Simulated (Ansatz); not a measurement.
**Band gap of LaBiS2O (P4/nmm) from density functionals to GW**

Aim: the gap of LaBiS2O (P4/nmm) at several levels of theory on one structure, with the time that each takes.

Main program and level: Ansatz 0.2.0; density functionals, hybrids and G0W0, plane waves, PAW.

### 1. The structure

The structure is tetragonal, space group P4/nmm (No. 129). Conventional cell: a = 4.055 Å, b = 4.055 Å, c = 14.173 Å, α = 90.00°, β = 90.00°, γ = 90.00°. La has 4 O at 2.38 Å and 4 S at 3.21 Å nearest. Bi has 5 S at 2.52 to 2.88 Å nearest. Nearest to S lie 4 Bi at 2.88 Å. S has 1 Bi at 2.52 Å and 4 La at 3.21 Å nearest. Nearest to O lie 4 La at 2.38 Å. Farther neighbours and most contacts between anions are not listed.

The cell and positions are those that the Materials Project relaxed with its own functionals (PBE, PBE+U or r2SCAN), kept fixed. At the settings of the band run the largest force is still 0.35 eV/Å. Spin-orbit coupling is left out unless a step names it. The default PAW set here is soft_2. Its files were made with PBE.

### 2. LDA on the 6×6×2 mesh

Levels along a band path and on the mesh show where this functional puts the band edges.

This step: DFT, LDA, plane waves, PAW.

The input, input.yaml:

```yaml
crystal:
  lattice:
    - [4.055497, 0.0, 0.0]
    - [0.0, 4.055497, 0.0]
    - [0.0, 0.0, 14.173265]
  atoms:
    - { symbol: La, position: [0.5, 0.0, 0.587742] }
    - { symbol: La, position: [0.0, 0.5, 0.412258] }
    - { symbol: Bi, position: [0.0, 0.5, 0.867775] }
    - { symbol: Bi, position: [0.5, 0.0, 0.132225] }
    - { symbol: S, position: [0.5, 0.0, 0.89002] }
    - { symbol: S, position: [0.0, 0.5, 0.10998] }
    - { symbol: S, position: [0.0, 0.5, 0.690201] }
    - { symbol: S, position: [0.5, 0.0, 0.309799] }
    - { symbol: O, position: [0.0, 0.0, 0.5] }
    - { symbol: O, position: [0.5, 0.5, 0.5] }
kpoints:
  mp_grid: { grid: [6, 6, 2] }
  band_path:
    path:
      - [[0.0, 0.0, 0.0], [0.0, 0.5, 0.0], [0.5, 0.5, 0.0], [0.0, 0.0, 0.0], [0.0, 0.0, 0.5], [0.0, 0.5, 0.5], [0.5, 0.5, 0.5], [0.0, 0.0, 0.5]]
      - [[0.0, 0.5, 0.0], [0.0, 0.5, 0.5]]
      - [[0.5, 0.5, 0.0], [0.5, 0.5, 0.5]]
    npoints: 10
hamiltonian:
  xc: lda
scf:
  occupations: { method: fermi_dirac, width: 0.02 }
  n_extra_bands: 7
output:
  eigenvalues: true
  forces: true
  stress: true
  write_density: true
  write_potential: true
  elf: true
  volumetric_format: npy
```

Launch:

```console
$ ansatz run input.yaml --threads 3 --pin off --max-ram 92160MiB --backend cuda --events-out ev --progress --plain --runs-dir out --devices 1 --max-vram 13GiB
```

Numbers of over 12 decimals in the logs are rounded to 6 here.

What it wrote:

```text
scf.n_extra_bands = 7 over 44 filled bands (N_el = 88.0): the run solves 51 bands
GPUs: using 1 of 1 available (devices: 1).
Engine: ansatz 0.2.0, x86_64-unknown-linux-gnu
Pseudopotentials: kind: paw
Pseudopotential: La, paw, valence charge 11, recommended cutoff 420 eV (normal), La.paw.azcp
Pseudopotential: Bi, paw, valence charge 15, recommended cutoff 420 eV (normal), Bi.paw.azcp
Pseudopotential: S, paw, valence charge 6, recommended cutoff 420 eV (normal), S.paw.azcp
Pseudopotential: O, paw, valence charge 6, recommended cutoff 420 eV (normal), O.paw.azcp
Functional definition: SPW92
  exchange = slater_x
  correlation = pw_c
device memory: the entry about to start is reckoned to put 3.2 GiB on a device that reports 42.8 GiB free (of which the cap on the GPU budget leaves the run 13.0 GiB)
GPU FFT provider: cuFFT
GPU libraries: cuBLAS 13.8.2, cuFFT 12.4.0, cuSOLVER 12.3.4
Crystal: 10 atoms, lattice volume = 233.108 Å³
Basis set: ecut = 420 eV, 4575 PW (Γ)
Bands: 51, of which v1, the nominal top of the filled ones, is band 44 counted from 1 (43 counted from 0)
Symmetry: 16 space group operations
Space group: P4/nmm (ITA 129), of the structure as read, at distance tolerance 6.2e-5 Å
k-points: 20 of 72
Non-local potential: La, projectors of the file, l = 0: 3, l = 1: 2, l = 2: 2, l = 3: 3
Non-local potential: Bi, projectors of the file, l = 0: 2, l = 1: 2, l = 2: 2, l = 3: 2
Non-local potential: S, projectors of the file, l = 0: 2, l = 1: 2, l = 2: 2
Non-local potential: O, projectors of the file, l = 0: 2, l = 1: 2, l = 2: 1
PAW form: soft (Blöchl's): semilocal exchange-correlation on the pseudo side does not see the compensation charge
PAW frozen core: La, regenerated for the run's functional, and the local potential with it (the file was generated under x = pbe(κ = 0.804, μ = 0.219515), c = pbe(β = 0.066725))
PAW frozen core: Bi, regenerated for the run's functional, and the local potential with it (the file was generated under x = pbe(κ = 0.804, μ = 0.219515), c = pbe(β = 0.066725))
PAW frozen core: S, regenerated for the run's functional, and the local potential with it (the file was generated under x = pbe(κ = 0.804, μ = 0.219515), c = pbe(β = 0.066725))
PAW frozen core: O, regenerated for the run's functional, and the local potential with it (the file was generated under x = pbe(κ = 0.804, μ = 0.219515), c = pbe(β = 0.066725))
PAW one-centre angular grid: La, 590 points (default); XC on 64 Gauss nodes
PAW one-centre angular grid: Bi, 590 points (default); XC on 64 Gauss nodes
PAW one-centre angular grid: S, 110 points (default); XC on 64 Gauss nodes
PAW one-centre angular grid: O, 110 points (default); XC on 64 Gauss nodes
Initial density: superposition of atomic densities (neutral atoms: chi_scale 0, normalization atom), corrected by the library's trained network
Initial wavefunctions: pseudopotential atomic-orbital guess
GPU buffer pool allocated for 86400 grid points (all kernels)
GPU transforms: local potential and band sums: pruned to the plane-wave sphere, on 27×27×96
Functional: x = slater, c = lda
SCF iter   1: F=—  HF=-40925.444373 eV  |F-HF|=—  |Δ(HF+E_count)|=         —  Δρ=9.46e-3  dr2=2.82e-1  ethr=1.77e-3  ⟨swp⟩=10.4  Hψ=4977  notcnv=0
preconditioner: auto → Resta (q_TF=auto, 2.319 Å⁻¹)  ε∞=4.9  [insulator: Δε(μ)=0.642 eV  Ē_g=9.910 eV  σ=0.020 eV  W_gap=1.00  n_scr=50 (ndim 8)  ℏωp=19.5 eV  f_vac=0.003  D(μ)=0.00/eV (n_scr^D=0)  ε∞_Penn≈4.9]
SCF iter   2: F=—  HF=-40925.398692 eV  |F-HF|=—  |Δ(HF+E_count)|=   4.57e-2  Δρ=4.64e-3  dr2=4.82e-2  ethr=3.21e-4  ⟨swp⟩=4.8  Hψ=2160  notcnv=0
SCF iter   3: F=—  HF=-40925.390252 eV  |F-HF|=—  |Δ(HF+E_count)|=   8.44e-3  Δρ=1.89e-3  dr2=7.21e-3  ethr=5.48e-5  ⟨swp⟩=4.6  Hψ=2178  notcnv=0  defer=1
SCF iter   4: F=—  HF=-40925.388779 eV  |F-HF|=—  |Δ(HF+E_count)|=   1.47e-3  Δρ=5.95e-4  dr2=1.06e-3  ethr=8.20e-6  ⟨swp⟩=4.6  Hψ=1837  notcnv=0  defer=1
SCF iter   5: F=—  HF=-40925.388597 eV  |F-HF|=—  |Δ(HF+E_count)|=   1.82e-4  Δρ=1.64e-4  dr2=9.28e-5  ethr=1.20e-6  ⟨swp⟩=2.0  Hψ=1356  notcnv=0
SCF iter   6: F=—  HF=-40925.388850 eV  |F-HF|=—  |Δ(HF+E_count)|=   2.53e-4  Δρ=4.84e-5  dr2=5.80e-6  ethr=1.05e-7  ⟨swp⟩=2.0  Hψ=1323  notcnv=0
SCF iter   7: F=—  HF=-40925.388851 eV  |F-HF|=—  |Δ(HF+E_count)|=   1.58e-6  Δρ=8.70e-6  dr2=2.89e-7  ethr=6.59e-9  ⟨swp⟩=2.0  Hψ=1826  notcnv=0
SCF iter   8: F=-40925.388851 eV  HF=-40925.388851 eV  |F-HF|=1.04e-8  |Δ(HF+E_count)|=   4.59e-8  Δρ=2.30e-6  dr2=2.40e-8  ethr=1.14e-10  ⟨swp⟩=16.1  Hψ=9262  notcnv=0
SCF 1 converged in 8 iterations: F = -40925.388851 eV  dr2 = 2.40e-8
[...]
device memory: the entry about to start is reckoned to put 3.4 GiB on a device that reports 42.8 GiB free (of which the cap on the GPU budget leaves the run 13.0 GiB)
NSCF: frozen V_eff on 93 k-points
SCF converged after 8 iterations
Free energy (F): -40925.388851 eV
Harris-Foulkes:  -40925.388851 eV  (|F-HF|=1.04e-8)
Internal energy: -40925.388851 eV  (E = F + TS)
E sigma→0 (E₀):  -40925.388851 eV
Fermi energy:    7.821822 eV
--- Per-component energies (eV) ---
  E_band       = -348.795391
  E_kinetic    = 1760.426556
  E_local      = -5673.885102  (includes V_loc(G=0)·N_el)
  E_nonlocal   = 1549.741134
  E_hartree    = 1973.381440
  E_xc         = -1108.220175
  E_vxc        = -1121.895542  (∫ρ·V_xc dr)
  E_paw        = -33763.847782  (= ΣΔE_a)
  E_vpaw       = -809.957206  (= ΣTr[D̂ρ^β])
  E_aug_tail   = 0.003897  (compensation charges beyond the density's cutoff)
  E_ewald      = -5664.431115
  E_core_change = 1.442296  (= ΣΔE_core)
  E_smearing   = -0.000000  (= −TS)
  E_closure    = 0.000000  (closes the sum)
  Σ components = -40925.388851   (vs F -40925.388851, Δ=0.00e0)
--- Forces (eV/Å), atoms counted from 1 ---
  atom   1  La     0.00000000     0.00000000    -0.35162551
  atom   2  La     0.00000000     0.00000000     0.35162551
  atom   3  Bi     0.00000000     0.00000000    -0.17354463
  atom   4  Bi     0.00000000     0.00000000     0.17354463
  atom   5  S      0.00000000     0.00000000     0.07165176
  atom   6  S      0.00000000     0.00000000    -0.07165176
  atom   7  S      0.00000000     0.00000000     0.04921421
  atom   8  S      0.00000000     0.00000000    -0.04921421
  atom   9  O      0.00000000    -0.00000000    -0.00000000
  atom  10  O      0.00000000    -0.00000000     0.00000000
  max |Σ_I F_I| component: 2.78e-17 eV/Å
--- Stress (GPa, compression-positive) ---
       -5.103185       0.000000       0.000000
        0.000000      -5.103185       0.000000
        0.000000       0.000000      -4.470190
  P = ⅓ Tr σ = -4.8922 GPa (-48.922 kbar)
--- Band table (eV; the first three rows and the last of 20) ---
  k-point 0: bands = [... 40 lower, 7.0496, 7.0496, 7.4056, 7.4056, 10.7678, 11.0431, 11.0846, 11.2398, ... 3 higher]
  k-point 1: bands = [... 40 lower, 7.0666, 7.0749, 7.3941, 7.3941, 10.7765, 10.8709, 10.9288, 11.2211, ... 3 higher]
  k-point 2: bands = [... 40 lower, 6.9440, 6.9514, 7.1886, 7.3198, 10.5225, 10.9062, 11.0283, 11.0610, ... 3 higher]
  k-point 19: bands = [... 40 lower, 6.2513, 6.2513, 6.5519, 6.5519, 10.9823, 10.9823, 11.6099, 11.6099, ... 3 higher]
```

Run time: 6.4 s. Hardware: 1 × NVIDIA H100 80GB HBM3 (shared by 6 runs) with 3 threads of AMD EPYC 7R13 (Zen 3), shared host; peak memory 1.1 GiB; 9.3 s of CPU time.

Numbers from this step:

```yaml
pressure: -4.892 GPa
filled_bands: 44
gap: 0.8266 eV
valence_top_at: Γ
conduction_bottom_at: X
least_direct_gap: 0.8286 eV
```

Over mesh and path the gap is 0.827 eV, from k = Γ to k = (0.000, 0.500, 0.000). The least direct gap found is 0.829 eV, at k = (0.000, 0.500, 0.000). The pressure in this cell is -5 GPa; the cell is kept.

### 3. LDA+SOC on the 6×6×2 mesh

This run has two-component orbitals with spin-orbit coupling.

This step: DFT, LDA with spin-orbit coupling, plane waves, PAW.

input.yaml, the sections that differ from step 2:

```yaml
kpoints:
  mp_grid: { grid: [6, 6, 2] }
  band_path:
    path:
      - [0.0, 0.0, 0.0]
      - [0.0, 0.5, 0.0]
      - [0.5, 0.5, 0.0]
      - [0.0, 0.0, 0.5]
      - [0.0, 0.5, 0.5]
      - [0.5, 0.5, 0.5]
    npoints: 1
scf:
  occupations: { method: fermi_dirac, width: 0.02 }
  n_extra_bands: 14
magnetization:
  noncollinear: true
  spin_orbit: true
output:
  eigenvalues: true
  forces: true
  stress: true
# crystal, hamiltonian: as in step 2
```

What it wrote:

```text
[...]
GPUs: using 1 of 1 available (devices: 1).
[...]
non-collinear run that drives no moment, with spin-orbit: no starting moment large enough to seed its density (crystal.atoms[].spin), no starting occupations that ask for one, no magnetisation constraint and no magnetic field, so the semilocal B_xc is pinned to zero
[...]
GPU FFT provider: cuFFT
GPU libraries: cuBLAS 13.8.2, cuFFT 12.4.0, cuSOLVER 12.3.4
Crystal: 10 atoms, lattice volume = 233.108 Å³
Basis set: ecut = 420 eV, 4575 PW (Γ)
Bands: 102, of which v1, the nominal top of the filled ones, is band 88 counted from 1 (87 counted from 0)
Symmetry: 16 space group operations + 16 with time reversal
[...]
k-points: 20 of 72
Projection manifold: j_resolved (fully-relativistic pseudo-atomic orbitals)
[...]
atom   6  S      0.00000000     0.00000000    -0.02794663
  atom   7  S      0.00000000     0.00000000    -0.04201460
  atom   8  S      0.00000000     0.00000000     0.04201460
  atom   9  O     -0.00000000     0.00000000     0.00000000
  atom  10  O      0.00000000     0.00000000     0.00000000
  max |Σ_I F_I| component: 6.25e-17 eV/Å
--- Stress (GPa, compression-positive) ---
       -4.928150       0.000000       0.000000
        0.000000      -4.928150       0.000000
        0.000000       0.000000      -4.266382
  P = ⅓ Tr σ = -4.7076 GPa (-47.076 kbar)
--- Band table (eV; the first three rows and the last of 20) ---
  k-point 0: bands = [... 84 lower, 7.2577, 7.2577, 7.3751, 7.3751, 10.3505, 10.3505, 10.5582, 10.5582, ... 10 higher]
  k-point 1: bands = [... 84 lower, 7.2465, 7.2465, 7.3636, 7.3636, 10.2017, 10.2017, 10.5222, 10.5222, ... 10 higher]
  k-point 2: bands = [... 84 lower, 7.1125, 7.1125, 7.2466, 7.2466, 9.8188, 9.8188, 10.1391, 10.1391, ... 10 higher]
  k-point 19: bands = [... 84 lower, 6.5553, 6.5553, 6.5553, 6.5553, 10.6161, 10.6161, 10.6161, 10.6161, ... 10 higher]
[key lines of the parts left out:]
SCF converged after 10 iterations
Magnetization: |M| = 0.0000 μB,  M = (+0.0000, +0.0000, +0.0000) μB
Free energy (F): -41014.981808 eV
Fermi energy:    7.628432 eV
```

The job ended after 13 s (1 × NVIDIA H100 80GB HBM3 (shared by 6 runs) with 3 threads; peak memory 1.2 GiB).

Numbers from this step:

* pressure: -4.708 GPa
* gap: 0.4799 eV
* valence top at: X
* conduction bottom at: X
* least direct gap: 0.4799 eV

Over mesh and listed points the gap is 0.480 eV, direct, at k = (0.000, 0.500, 0.000). The pressure in this cell is -5 GPa; the cell is kept. LDA+SOC against LDA: 0.480 − 0.827 = −0.347 eV. Mesh, set of files and cutoff are the same, but the valence top lies at another k point, so this need not be the shift of one pair of states. The spin-orbit run sees mesh and listed points alone, so its gap is an upper bound: the coupling can move an edge off these points, and the change over the zone, its sign included where it is small, is not known.

### 4. r2SCAN on the 6×6×2 mesh

r2SCAN is a meta-GGA: it depends on the kinetic-energy density as well as on the density and its gradient.

This step: DFT, r2SCAN, plane waves, PAW.

input.yaml: that of step 3 with these lines changed.

```diff
@@ -28,9 +28,6 @@
 hamiltonian:
-  xc: lda
+  xc: r2scan
 scf:
-  occupations: { method: fermi_dirac, width: 0.02 }
-  n_extra_bands: 14
-magnetization:
-  noncollinear: true
-  spin_orbit: true
+  occupations: { method: fixed }
+  n_extra_bands: 7
 output:
@@ -39 +36,5 @@
   stress: true
+  write_density: true
+  write_potential: true
+  elf: true
+  volumetric_format: npy
```

What it wrote:

```text
[...]
GPUs: using 1 of 1 available (devices: 1).
[...]
GPU FFT provider: cuFFT
GPU libraries: cuBLAS 13.8.2, cuFFT 12.4.0, cuSOLVER 12.3.4
Crystal: 10 atoms, lattice volume = 233.108 Å³
Basis set: ecut = 500 eV, 5947 PW (Γ), exchange–correlation on 120×120×432 points (64 copies of the dense FFT grid, shifted against one another)
[...]
k-point 0: bands = [... 40 lower, 7.0619, 7.0619, 7.4477, 7.4477, 11.4804, 11.6059, 11.6908, 11.9963, ... 3 higher]
  k-point 1: bands = [... 40 lower, 7.0780, 7.1155, 7.4375, 7.4375, 11.4823, 11.4934, 11.5534, 11.9611, ... 3 higher]
  k-point 2: bands = [... 40 lower, 6.9482, 6.9643, 7.2515, 7.3575, 11.0779, 11.4635, 11.5378, 11.5779, ... 3 higher]
  k-point 19: bands = [... 40 lower, 6.3910, 6.3910, 6.5583, 6.5583, 11.5923, 11.5923, 12.4120, 12.4120, ... 3 higher]
[key lines of the parts left out:]
SCF converged after 9 iterations
Free energy (F): -42126.174632 eV
Fermi energy:    7.560870 eV
P = ⅓ Tr σ = -0.7050 GPa (-7.050 kbar)
```

It took 9 s on 1 × NVIDIA H100 80GB HBM3 (shared by 6 runs) with 3 threads; peak memory 1.3 GiB.

This step gave:

```
pressure             : -0.7050 GPa
gap                  : 1.134 eV
valence top at       : X
conduction bottom at : X
least direct gap     : 1.134 eV
```

Over mesh and listed points the gap is 1.134 eV, direct, at k = (0.000, 0.500, 0.000). r2SCAN against LDA: 1.134 − 0.827 = +0.307 eV. The runs also differ in plane-wave cutoff (420 eV and 500 eV), and the valence top lies at another k point, so how much of this comes from the functional alone is not known.

### 5. HSE06 on the 4×4×2 mesh

HSE06 mixes in a quarter of exact exchange at short range.

This step: DFT, HSE06, plane waves, PAW.

input.yaml: that of step 4 with these lines changed.

```diff
@@ -17,3 +17,3 @@
 kpoints:
-  mp_grid: { grid: [6, 6, 2] }
+  mp_grid: { grid: [4, 4, 2] }
   band_path:
@@ -28,3 +28,3 @@
 hamiltonian:
-  xc: r2scan
+  xc: hse06
 scf:
@@ -34,7 +34 @@
   eigenvalues: true
-  forces: true
-  stress: true
-  write_density: true
-  write_potential: true
-  elf: true
-  volumetric_format: npy
```

What it wrote:

```text
[...]
GPUs: using 1 of 1 available (devices: 1).
[...]
davidson cushion auto → on  (no smearing: the cushion is to keep the highest requested band from converging to the state above it; pin scf.eigensolver.cushion to override)
[...]
GPU FFT provider: cuFFT
GPU libraries: cuBLAS 13.8.2, cuFFT 12.4.0, cuSOLVER 12.3.4
Crystal: 10 atoms, lattice volume = 233.108 Å³
Basis set: ecut = 420 eV, 4575 PW (Γ)
[...]
Fermi energy:    7.355145 eV
[...]
--- Band table (eV; the first three rows and the last of 12) ---
  k-point 0: bands = [... 40 lower, 6.6168, 6.6168, 6.9866, 6.9866, 11.8601, 11.8841, 11.9119, 12.6948, ... 3 higher]
  k-point 1: bands = [... 40 lower, 6.6382, 6.7538, 6.9721, 6.9721, 11.7029, 11.7290, 11.9295, 12.3864, ... 3 higher]
  k-point 2: bands = [... 40 lower, 6.4401, 6.4578, 6.7958, 6.8001, 10.4246, 10.8846, 10.9210, 11.1838, ... 3 higher]
  k-point 11: bands = [... 40 lower, 5.7198, 5.7198, 6.1393, 6.1393, 11.8260, 11.8260, 12.6227, 12.6227, ... 3 higher]
[key lines of the parts left out:]
Free energy (F): -42067.341164 eV
```

Elapsed: 46 s, on 1 × NVIDIA H100 80GB HBM3 (shared by 6 runs) with 3 threads; peak memory 1.7 GiB.

This step gave:

* gap: 1.351 eV
* valence top at: X
* conduction bottom at: X
* least direct gap: 1.351 eV
* exact-exchange fraction: 0.25

Over mesh and listed points the gap is 1.351 eV, direct, at k = (0.000, 0.500, 0.000). HSE06 against LDA: 1.351 − 0.827 = +0.524 eV. The runs also differ in mesh (6×6×2 and 4×4×2), and the valence top lies at another k point, so how much of this comes from the functional alone is not known.

### 6. PBE0 on the 4×4×2 mesh

PBE0 mixes in a quarter of exact exchange at all distances.

This step: DFT, PBE0, plane waves, PAW.

input.yaml: that of step 5 with these lines changed.

```diff
@@ -28,3 +28,3 @@
 hamiltonian:
-  xc: hse06
+  xc: pbe0
 scf:
```

What it wrote:

```text
[...]
GPUs: using 1 of 1 available (devices: 1).
[...]
GPU FFT provider: cuFFT
GPU libraries: cuBLAS 13.8.2, cuFFT 12.4.0, cuSOLVER 12.3.4
Crystal: 10 atoms, lattice volume = 233.108 Å³
Basis set: ecut = 420 eV, 4575 PW (Γ)
Bands: 51, of which v1, the nominal top of the filled ones, is band 44 counted from 1 (43 counted from 0)
Symmetry: 16 space group operations
[...]
k-points: 12 of 32
[...]
Fermi energy:    7.034307 eV
[...]
--- Band table (eV; the first three rows and the last of 12) ---
  k-point 0: bands = [... 40 lower, 6.2388, 6.2388, 6.6124, 6.6124, 12.2158, 12.2379, 12.2581, 13.0381, ... 3 higher]
  k-point 1: bands = [... 40 lower, 6.2607, 6.4011, 6.5976, 6.5976, 12.0482, 12.0725, 12.2873, 12.7264, ... 3 higher]
  k-point 2: bands = [... 40 lower, 6.0644, 6.0846, 6.4249, 6.4474, 10.7467, 11.2212, 11.2621, 11.5277, ... 3 higher]
  k-point 11: bands = [... 40 lower, 5.3346, 5.3346, 5.7700, 5.7700, 12.1791, 12.1791, 12.9727, 12.9727, ... 3 higher]
[key lines of the parts left out:]
Free energy (F): -42059.886286 eV
```

It took 45 s on 1 × NVIDIA H100 80GB HBM3 (shared by 6 runs) with 3 threads; peak memory 1.7 GiB.

Numbers from this step:

```yaml
gap: 1.973 eV
valence_top_at: X
conduction_bottom_at: X
least_direct_gap: 1.973 eV
exact_exchange_fraction: 0.25
```

Over mesh and listed points the gap is 1.973 eV, direct, at k = (0.000, 0.500, 0.000). PBE0 against HSE06: 1.973 − 1.351 = +0.622 eV, with the same mesh, files and cutoff, and both edges at the same k points.

(Continued in part 2 of 2.)

[Paths, hosts, dates, memory and timing lines, banners, echoed tables and standing remarks are left out of the program output.]

[Logs are printed without paths, hosts, clocks, repeated set-up lines and the standing remarks that a program may print on its own settings, such as how far it seeks lower states.]

[Runs of the session that timed out or met a known fault of the program may be left out.]

[Cells called generated may have been cut or substituted from an entry of the Crystallography Open Database or the Materials Project.]

[Hosts, paths, dates, database ids (printed as entryN), source tags and the programs' standing remarks are cut or masked in the printed files.]

[Where an RPA ε∞ is given, it is that of the G0W0 mesh and is not shown converged in it. Names of k-points follow the symmetry that the program found, which can be lower than the space group named. Band edges on a path are those of the sampled points; other points can move an edge, and change direct to indirect where valleys lie close.]

[Hybrid gaps are those of their k-mesh and are not shown converged in it.]
